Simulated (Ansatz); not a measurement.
**Optical response of RbZnCl3 (model structure)**

Aim: the dielectric function of RbZnCl3 (model structure), and the optical constants that follow from it. The structure is a model built here, which may or may not match a known phase. It was built so: All F replaced by Cl and K replaced by Rb in the Pm-3m structure of KZnF3.

Method: DFT, PBE, plane-wave PAW, default files, scalar-relativistic, independent-particle optical response without local fields, in Ansatz 0.2.0.

Report form: the programs' logs are mostly left out.

**1. Starting point**

Symmetry: Pm-3m, No. 221, cubic system. The conventional cell has a = 5.167 Å, b = 5.167 Å, c = 5.167 Å, α = 90.00°, β = 90.00°, γ = 90.00°. Nearest to Rb lie 12 Cl at 3.65 Å. Nearest to Zn lie 6 Cl at 2.58 Å. Nearest to Cl lie 2 Zn at 2.58 Å and 4 Rb at 3.65 Å. All F replaced by Cl and K replaced by Rb in the Pm-3m structure of KZnF3. Farther neighbours and most contacts between anions are not listed.

**2. Relaxation**

Spectra hang on bond lengths, so the cell is first brought to its minimum.

This step: DFT, PBE, plane-wave PAW, default files, scalar-relativistic, relaxation (Ansatz 0.2.0).

input.yaml

```yaml
crystal:
  lattice:
    - [5.16701613, 0.0, 0.0]
    - [0.0, 5.16701613, 0.0]
    - [0.0, 0.0, 5.16701613]
  atoms:
    - { symbol: Rb, position: [0.0, 0.0, 0.0] }
    - { symbol: Zn, position: [0.5, 0.5, 0.5] }
    - { symbol: Cl, position: [0.5, 0.0, 0.5] }
    - { symbol: Cl, position: [0.0, 0.5, 0.5] }
    - { symbol: Cl, position: [0.5, 0.5, 0.0] }
kpoints:
  mp_grid: { grid: [5, 5, 5] }
scf:
  occupations: { method: fermi_dirac, width: 0.05 }
hamiltonian:
  xc: pbe
  pseudopotentials: { kind: paw }
output:
  forces: true
  stress: true
relax:
  f_tol: 0.02
  max_steps: 50
  cell: {}
```

The run is started by

```console
> ansatz run input.yaml --threads 2 --pin off --max-ram 5120MiB --backend cpu --events-out ev --progress --plain --runs-dir out
```

The job ended after 2.3 s (2 threads of AMD EPYC 9R45, shared host; peak memory 0.47 GiB; 4.2 s of CPU time).

The steps of the relaxation:

| step | energy less that of the first step (eV) | largest force component (eV/Å) | pressure (GPa) | volume (Å³) |
| --- | --- | --- | --- | --- |
| 1 | 0.0000 | 0.0000 | -2.63 | 137.95 |
| 2 | -0.0963 | 0.0000 | -1.11 | 129.98 |
| 3 | -0.1120 | 0.0000 | 0.25 | 124.74 |
| 4 | -0.1125 | 0.0000 | -0.02 | 125.66 |
| 5* | -0.1110 | 0.0000 | -0.02 | 125.66 |

Relaxation steps marked * repeat the geometry before them on a plane-wave basis chosen anew for their cell, so energy and pressure can jump there.

The run keeps the 48 symmetry operations that it works with, so distortions that break them were not tested.

| conventional cell, symmetrised | before | after | change |
| --- | --- | --- | --- |
| a (Å) | 5.167 | 5.009 | -3.1 % |
| b (Å) | 5.167 | 5.009 | -3.1 % |
| c (Å) | 5.167 | 5.009 | -3.1 % |
| volume (Å³/atom) | 27.59 | 25.13 | -8.9 % |

The relaxed structure:

```xyz
5
Lattice="5.0088 0.0000 0.0000 0.0000 5.0088 0.0000 0.0000 0.0000 5.0088" Properties=species:S:1:pos:R:3 pbc="T T T"
Rb    0.0000    0.0000    0.0000
Zn    2.5044    2.5044    2.5044
Cl    2.5044    0.0000    2.5044
Cl    0.0000    2.5044    2.5044
Cl    2.5044    2.5044    0.0000
```

The relaxation ends with a pressure of -0.02 GPa.

**3. Ground state and bands**

The self-consistent density comes first; it also tells whether there is a gap, which decides the occupations and the need for a Drude term.

This step: DFT, PBE, plane-wave PAW, default files, scalar-relativistic, ground state (Ansatz 0.2.0).

input.yaml

```yaml
crystal:
  lattice:
    - [5.0087695717, 0.0, 0.0]
    - [0.0, 5.0087695717, 0.0]
    - [0.0, 0.0, 5.0087695717]
  atoms:
    - { symbol: Rb, position: [0.0, 0.0, 0.0] }
    - { symbol: Zn, position: [0.5, 0.5, 0.5] }
    - { symbol: Cl, position: [0.5, 0.0, 0.5] }
    - { symbol: Cl, position: [0.0, 0.5, 0.5] }
    - { symbol: Cl, position: [0.5, 0.5, 0.0] }
kpoints:
  mp_grid: { grid: [5, 5, 5] }
  band_path:
    path:
      - [[0.0, 0.0, 0.0], [0.0, 0.5, 0.0], [0.5, 0.5, 0.0], [0.0, 0.0, 0.0], [0.5, 0.5, 0.5], [0.0, 0.5, 0.0]]
      - [[0.5, 0.5, 0.0], [0.5, 0.5, 0.5]]
    npoints: 11
scf:
  occupations: { method: fermi_dirac, width: 0.05 }
  n_extra_bands: 9
hamiltonian:
  xc: pbe
  pseudopotentials: { kind: paw }
output:
  forces: true
  stress: true
  populations: true
  write_bands: true
  write_density: true
  write_potential: true
  elf: true
  volumetric_format: npy
```

Elapsed: 1.7 s, on 2 threads; peak memory 0.48 GiB; 3.1 s of CPU time.

Numbers from this step:

```
free energy                  : -9831.9926 eV
Fermi energy                 : 3.654 eV
gap by band count            : 1.469 eV
electrons                    : 42
symmetry operations          : 48
pressure                     : -0.01800 GPa
volume                       : 125.7 Å³
gap on the path              : 1.391 eV
least direct gap on the path : 1.806 eV
```

There is a gap, 1.39 eV on the path, so no carriers' term is needed. The cell is left with a pressure of 0.0 GPa after its relaxation.

The electronic bands at the labelled points (eV, zero at the Fermi level; v1 is the highest filled band, c1 the lowest empty one):

| point | v4 | v3 | v2 | v1 | c1 | c2 | c3 | c4 |
| --- | --- | --- | --- | --- | --- | --- | --- | --- |
| Γ | -1.48 | -1.17 | -1.17 | -1.17 | 0.64 | 5.08 | 6.20 | 6.20 |
| 0.55 of the way | -1.58 | -1.58 | -1.29 | -1.29 | 2.08 | 5.98 | 6.79 | 6.95 |
| X | -1.66 | -1.66 | -1.37 | -1.37 | 3.44 | 6.87 | 7.45 | 7.61 |
| 0.55 of the way | -1.73 | -1.59 | -1.20 | -1.03 | 4.08 | 6.94 | 7.57 | 7.91 |
| M | -1.78 | -1.78 | -0.90 | -0.78 | 5.26 | 6.57 | 6.57 | 8.16 |
| 0.55 of the way | -1.62 | -1.40 | -1.38 | -1.05 | 2.38 | 6.24 | 7.02 | 7.12 |
| Γ | -1.48 | -1.17 | -1.17 | -1.17 | 0.64 | 5.08 | 6.20 | 6.20 |
| 0.55 of the way | -1.98 | -1.09 | -1.01 | -1.01 | 3.47 | 6.73 | 7.31 | 7.31 |
| R | -0.89 | -0.76 | -0.76 | -0.76 | 5.49 | 5.49 | 5.49 | 6.47 |
| 0.45 of the way | -1.33 | -1.15 | -1.05 | -0.97 | 4.47 | 6.33 | 7.19 | 7.23 |
| X | -1.66 | -1.66 | -1.37 | -1.37 | 3.44 | 6.87 | 7.45 | 7.61 |
| jump to M | -1.78 | -1.78 | -0.90 | -0.78 | 5.26 | 6.57 | 6.57 | 8.16 |
| 0.45 of the way | -1.19 | -1.19 | -0.90 | -0.77 | 5.40 | 6.08 | 6.08 | 7.20 |
| R | -0.89 | -0.76 | -0.76 | -0.76 | 5.49 | 5.49 | 5.49 | 6.47 |

Valence density in the ac plane at fractional y = 0.500, with atoms of Zn and Cl within 0.2 Å of it. It is the smooth field of the valence electrons, not physical close to the nuclei.

Values in e/Å³, 14 rows by 14 columns, each cell a mean:
```
 0  0  0  0  1  1  1  1  2  1  0  0  0  0
 0  0  0  0  0  1  1  1  1  1  0  0  0  0
 0  0  0  0  0  0  1  1  0  0  0  0  0  0
 0  0  0  0  0  0  0  0  0  0  0  0  0  0
 1  1  0  0  0  0  1  1  0  0  0  0  1  1
 2  1  1  0  0  1  4  7  2  0  0  0  1  2
 0  1  1  0  0  2 18 33  7  1  0  1  1  1
 1  2  1  0  0  1 10 18  4  1  0  1  1  1
 2  1  1  0  0  0  1  2  1  0  0  0  1  1
 1  0  0  0  0  0  0  0  0  0  0  0  0  1
 0  0  0  0  0  0  0  0  0  0  0  0  0  0
 0  0  0  0  0  1  1  1  1  0  0  0  0  0
 0  0  0  0  0  1  2  1  1  1  0  0  0  0
 0  0  0  0  1  2  1  0  2  1  0  0  0  0
```
Atoms in or near the plane, at fractional coordinates: Zn at (0.50, 0.50), Cl at (0.00, 0.50), Cl at (0.50, 0.00).

Electrostatic potential energy in the ac plane at fractional y = 0.500, with atoms of Zn and Cl within 0.2 Å of it. With pseudopotentials it is smooth inside the atoms' cores, unlike the true potential.

Ten even steps from '_' (-46 eV) to '@' (9 eV), each cell a mean:
```
@@@@@@@@%%==____..**@@@@@@@@
@@@@@@@@@@##==--++%%@@@@@@@@
@@@@@@@@@@@@%%%%%%@@@@@@@@@@
@@@@@@@@@@@@%%%%%%@@@@@@@@@@
**##@@@@@@##**++**%%@@@@%%**
..--##@@%%++::::--**%%%%++..
____++%%##--..__::++%%%%--__
__..**%%##==....::**%%%%==__
--++%%@@%%**==--++##@@@@##==
%%@@@@@@@@%%####%%@@@@@@@@%%
@@@@@@@@@@@@%%%%@@@@@@@@@@@@
@@@@@@@@@@%%**++##@@@@@@@@@@
@@@@@@@@@@++..__--##@@@@@@@@
@@@@@@@@%%--____..**@@@@@@@@
```
Atoms in or near the plane, at fractional coordinates: Zn at (0.50, 0.50), Cl at (0.00, 0.50), Cl at (0.50, 0.00).

**4. Spectrum**

With the density converged, the vertical transitions are summed over the zone.

This step: DFT, PBE, plane-wave PAW, default files, scalar-relativistic, independent-particle optical response without local fields (Ansatz 0.2.0).

input.yaml, the sections that differ from step 3:

```yaml
kpoints:
  mp_grid: { grid: [5, 5, 5] }
scf:
  occupations: { method: fixed }
output:
  optics:
    e_range: [0, 20]
    de: 0.05
    sigma: 0.2
    nscf_kmesh: { grid: [6, 6, 6] }
    bands: auto
# crystal, hamiltonian: as in step 3
```

It took 19 s on 2 threads; peak memory 0.98 GiB.

Numbers from this step:

* electronic dielectric constant ε∞, mean over x, y and z (by symmetry where fewer were run): 3.887
* absorption onset, first axis (α over 10⁴ cm⁻¹, or the direct gap if that lies higher): 1.834 eV
* main peak of Im epsilon, first axis: 9.325 eV
* photocurrent from vertical transitions in a film 500 nm thick on a perfect mirror (two passes), AM1.5G, no front reflection, all carriers collected: 17.85 mA/cm²
* least direct gap on the mesh: 1.806 eV
* bands summed: 101
* spectra valid up to: 37.74 eV
* program's estimate of the k-sum error in Im epsilon: 0.03 %
* electrons in the f-sum: 29.65

The Im ε, any direction has structure finer than the step of the table below, so its rows give means over 1 eV, whole bins alone (the curve runs from 0 to 20 eV). Peaks (eV: height): 5.5: 2.81, 9.3: 4.88, 11.9: 3.65, 17.4: 2.12.

Im ε, any direction against photon energy; means over each step:

| photon energy (eV) | Im ε, any direction |
| --- | --- |
| 1 | 2.0e-4 |
| 2 | 0.389 |
| 3 | 0.732 |
| 4 | 0.885 |
| 5 | 2.19 |
| 6 | 2.47 |
| 7 | 2.44 |
| 8 | 3.49 |
| 9 | 4.37 |
| 10 | 3.41 |
| 11 | 2.61 |
| 12 | 3.19 |
| 13 | 1.93 |
| 14 | 1.36 |
| 15 | 1.35 |
| 16 | 1.70 |
| 17 | 2.01 |
| 18 | 1.70 |
| 19 | 1.12 |

Re ε, any direction against photon energy:

photon energy (eV), Re ε, any direction and a bar from the least value:
```
        0       3.89 #########################
        1       3.99 #########################
        2       4.48 ############################
        3       4.18 ##########################
        4       4.46 ############################
        5       4.85 ##############################
        6       3.36 ######################
        7       3.59 #######################
        8       3.72 ########################
        9       2.54 #################
       10       0.78 ########
       11       0.75 #######
       12       0.40 ######
       13      -0.15 ##
       14       0.38 #####
       15       0.50 ######
       16       0.96 #########
       17       0.33 #####
       18       0.03 ###
       19      -0.60 
       20      -0.30 ##
```

Table of refractive index n and extinction k by photon energy:

| photon energy (eV) | n | k |
| --- | --- | --- |
| 0 | 1.97 | 0 |
| 1 | 2.00 | 0 |
| 2 | 2.12 | 0.108 |
| 3 | 2.05 | 0.178 |
| 4 | 2.12 | 0.198 |
| 5 | 2.26 | 0.507 |
| 6 | 1.94 | 0.633 |
| 7 | 1.99 | 0.606 |
| 8 | 2.10 | 0.834 |
| 9 | 1.94 | 1.10 |
| 10 | 1.48 | 1.18 |
| 11 | 1.33 | 1.01 |
| 12 | 1.43 | 1.28 |
| 13 | 0.952 | 1.03 |
| 14 | 0.923 | 0.690 |
| 15 | 0.979 | 0.680 |
| 16 | 1.21 | 0.703 |
| 17 | 1.07 | 0.896 |
| 18 | 0.892 | 0.877 |
| 19 | 0.533 | 0.939 |
| 20 | 0.621 | 0.828 |

The loss function −Im 1/ε at q → 0, any direction has structure finer than the step of the table below, so its rows give means over 0.5 eV, whole bins alone (the curve runs from 0 to 20 eV). Peaks (eV: height): 13.80: 0.760, 19.40: 1.19.

The loss function −Im 1/ε at q → 0, any direction by energy loss; means over each step:

energy loss (eV), loss function −Im 1/ε at q → 0, any direction and a bar:
```
      1.0       0.00 
      1.5       0.00 
      2.0       0.02 #
      2.5       0.04 #
      3.0       0.04 #
      3.5       0.04 #
      4.0       0.04 #
      4.5       0.05 #
      5.0       0.08 ##
      5.5       0.12 ###
      6.0       0.14 ####
      6.5       0.12 ###
      7.0       0.13 ###
      7.5       0.12 ###
      8.0       0.13 ####
      8.5       0.16 ####
      9.0       0.17 #####
      9.5       0.22 ######
     10.0       0.28 ########
     10.5       0.33 #########
     11.0       0.35 #########
     11.5       0.30 ########
     12.0       0.28 #######
     12.5       0.40 ###########
     13.0       0.51 ##############
     13.5       0.66 ##################
     14.0       0.71 ###################
     14.5       0.62 #################
     15.0       0.65 ##################
     15.5       0.54 ###############
     16.0       0.45 ############
     16.5       0.45 ############
     17.0       0.49 #############
     17.5       0.50 ##############
     18.0       0.62 #################
     18.5       0.58 ################
     19.0       0.78 #####################
     19.5       1.10 ##############################
```

The reflectivity at normal incidence, any direction has structure finer than the step of the table below, so its rows give means over 1 eV, whole bins alone (the curve runs from 0 to 20 eV). Peaks (eV: height): 5.2: 17.0, 9.4: 26.0, 12.3: 28.3, 17.6: 23.3, 19.0: 34.0.

Table of reflectivity at normal incidence, any direction by photon energy; means over each step:

| photon energy (eV) | reflectivity at normal incidence, any direction (%) |
| --- | --- |
| 1 | 11.1 |
| 2 | 12.6 |
| 3 | 12.3 |
| 4 | 13.5 |
| 5 | 16.6 |
| 6 | 14.6 |
| 7 | 14.7 |
| 8 | 18.5 |
| 9 | 22.2 |
| 10 | 21.6 |
| 11 | 16.5 |
| 12 | 23.1 |
| 13 | 22.0 |
| 14 | 13.2 |
| 15 | 9.96 |
| 16 | 10.3 |
| 17 | 16.3 |
| 18 | 21.1 |
| 19 | 28.6 |

At chosen wavelengths:

| wavelength (nm) | n | k | R (%) | 1/α |
| --- | --- | --- | --- | --- |
| 1064 | 2.01 | 0.000 | 11.2 | over 1 mm |
| 633 | 2.12 | 0.095 | 13.0 | 528 nm |
| 450 | 2.06 | 0.174 | 12.2 | 205 nm |
| 405 | 2.05 | 0.179 | 12.2 | 180 nm |
| 308 | 2.13 | 0.199 | 13.3 | 123 nm |
| 248 | 2.26 | 0.507 | 16.9 | 39 nm |
| 193 | 1.98 | 0.552 | 13.8 | 28 nm |

Rows near the edge hang on the gap, which this functional as a rule makes too small, and phonon-assisted absorption is left out.

A film 1 µm thick would pass 4 % of daylight and look orange, dark in transmission (x = 0.541, y = 0.383). A larger true gap would move the edge to shorter wavelengths and change the colour.

The f-sum over the summed bands holds 29.7 of the cell's 42 electrons outside the frozen cores, 8 of which lie in bands more than 12 eV below the Fermi level, whose transitions come at higher energies. Up to 20 eV the strength has a mean oscillator energy of 9.7 eV, close to the main peak.

**5. Static response with local fields**

A static field by perturbation theory: the induced potential is included, and the Born charges come with it.

This step: DFT, PBE, plane-wave PAW, default files, scalar-relativistic, static field response by perturbation theory with local fields (Ansatz 0.2.0).

Edit input.yaml of step 4 so:

```diff
@@ -18,8 +18,2 @@
   pseudopotentials: { kind: paw }
-output:
-  optics:
-    e_range: [0, 20]
-    de: 0.05
-    sigma: 0.2
-    nscf_kmesh: { grid: [6, 6, 6] }
-    bands: auto
+dielectric: {}
```

Run time: 11 s. Hardware: 2 threads; peak memory 0.7 GiB.

This step gave:

| Item | Value |
| --- | --- |
| electronic dielectric constant ε∞, mean over x, y and z (by symmetry where fewer were run) | 3.625 |

ε∞ with local fields:

```
3.63 0.00 0.00
0.00 3.63 0.00
0.00 0.00 3.63
```

Diagonal elements. Born, by row:

| atom | Z*xx (e) | Z*yy (e) | Z*zz (e) |
| --- | --- | --- | --- |
| Rb1 | 1.281 | 1.281 | 1.281 |
| Zn2 | 2.907 | 2.907 | 2.907 |
| Cl3 | -0.831 | -2.526 | -0.831 |
| Cl4 | -2.526 | -0.831 | -0.831 |
| Cl5 | -0.831 | -0.831 | -2.526 |

Mean Born charges are Rb +1.28, Zn +2.91 and Cl -1.40, against formal valences of +1, +2 and -1. That of Zn exceeds its valence by 45 %, the mark of charge moving along hybridised bonds as the atoms shift.

**6. What came out**

```yaml
gap_on_the_path: 1.39 eV
least_direct_gap_on_the_path: 1.81 eV
electronic_dielectric_constant_eps_infinity_mean_over_x_y_and_z_by_symmetry_where_fewer_were_run_independent_particles: 3.89
absorption_onset_first_axis_alpha_over_1e4_cm_minus1_or_the_direct_gap_if_that_lies_higher: 1.83 eV
main_peak_of_im_epsilon_first_axis: 9.32 eV
photocurrent_from_vertical_transitions_in_a_film_500_nm_thick_on_a_perfect_mirror_two_passes_am1p5g_no_front_reflection_all_carriers_collected: 17.8 mA/cm²
electronic_dielectric_constant_eps_infinity_mean_over_x_y_and_z_by_symmetry_where_fewer_were_run_static_response_with_local_fields: 3.63
```

What this shows: At this level (PBE, independent particles) RbZnCl3 has ε∞ = 3.89 (3.63 with local fields) and n = 1.99 at 1550 nm; absorption sets in near 1.8 eV, and Im ε peaks at 9.3 eV. The cell shrank by 8.9 % in volume. The gap is indirect (1.39 eV), so absorption without phonons can begin only at the direct gap of 1.81 eV. The absorption coefficient passes 10⁴ cm⁻¹ at 1.83 eV, inside the visible range. Distinct maxima of Im ε, read by a parabola through the highest points, lie at 5.56 eV (2.8), 9.32 eV (4.9), 11.96 eV (3.7) and 17.41 eV (2.1). The f-sum over the summed bands holds 29.7 of the cell's 42 electrons outside the frozen cores, 8 of which lie in bands more than 12 eV below the Fermi level, whose transitions come at higher energies. Up to 20 eV the strength has a mean oscillator energy of 9.7 eV, close to the main peak. A film 1 µm thick would pass 4 % of daylight and look orange, dark in transmission (x = 0.541, y = 0.383). A larger true gap would move the edge to shorter wavelengths and change the colour. With local fields and the functional's kernel the static response is 3.63 against 3.89 for independent particles (-7 %). In the base spectrum excitons and phonon-assisted transitions are missing, and so are local fields; PBE gaps are as a rule too small, which pulls the onset down and ε∞ up. In the base run ε includes the program's bounded estimate of what the bands above those summed add.

[Logs are printed without paths, hosts, clocks, repeated set-up lines and the standing remarks that a program may print on its own settings, such as how far it seeks lower states.]

[Hosts, paths, dates, database ids (printed as entryN), source tags and the programs' standing remarks are cut or masked in the printed files.]
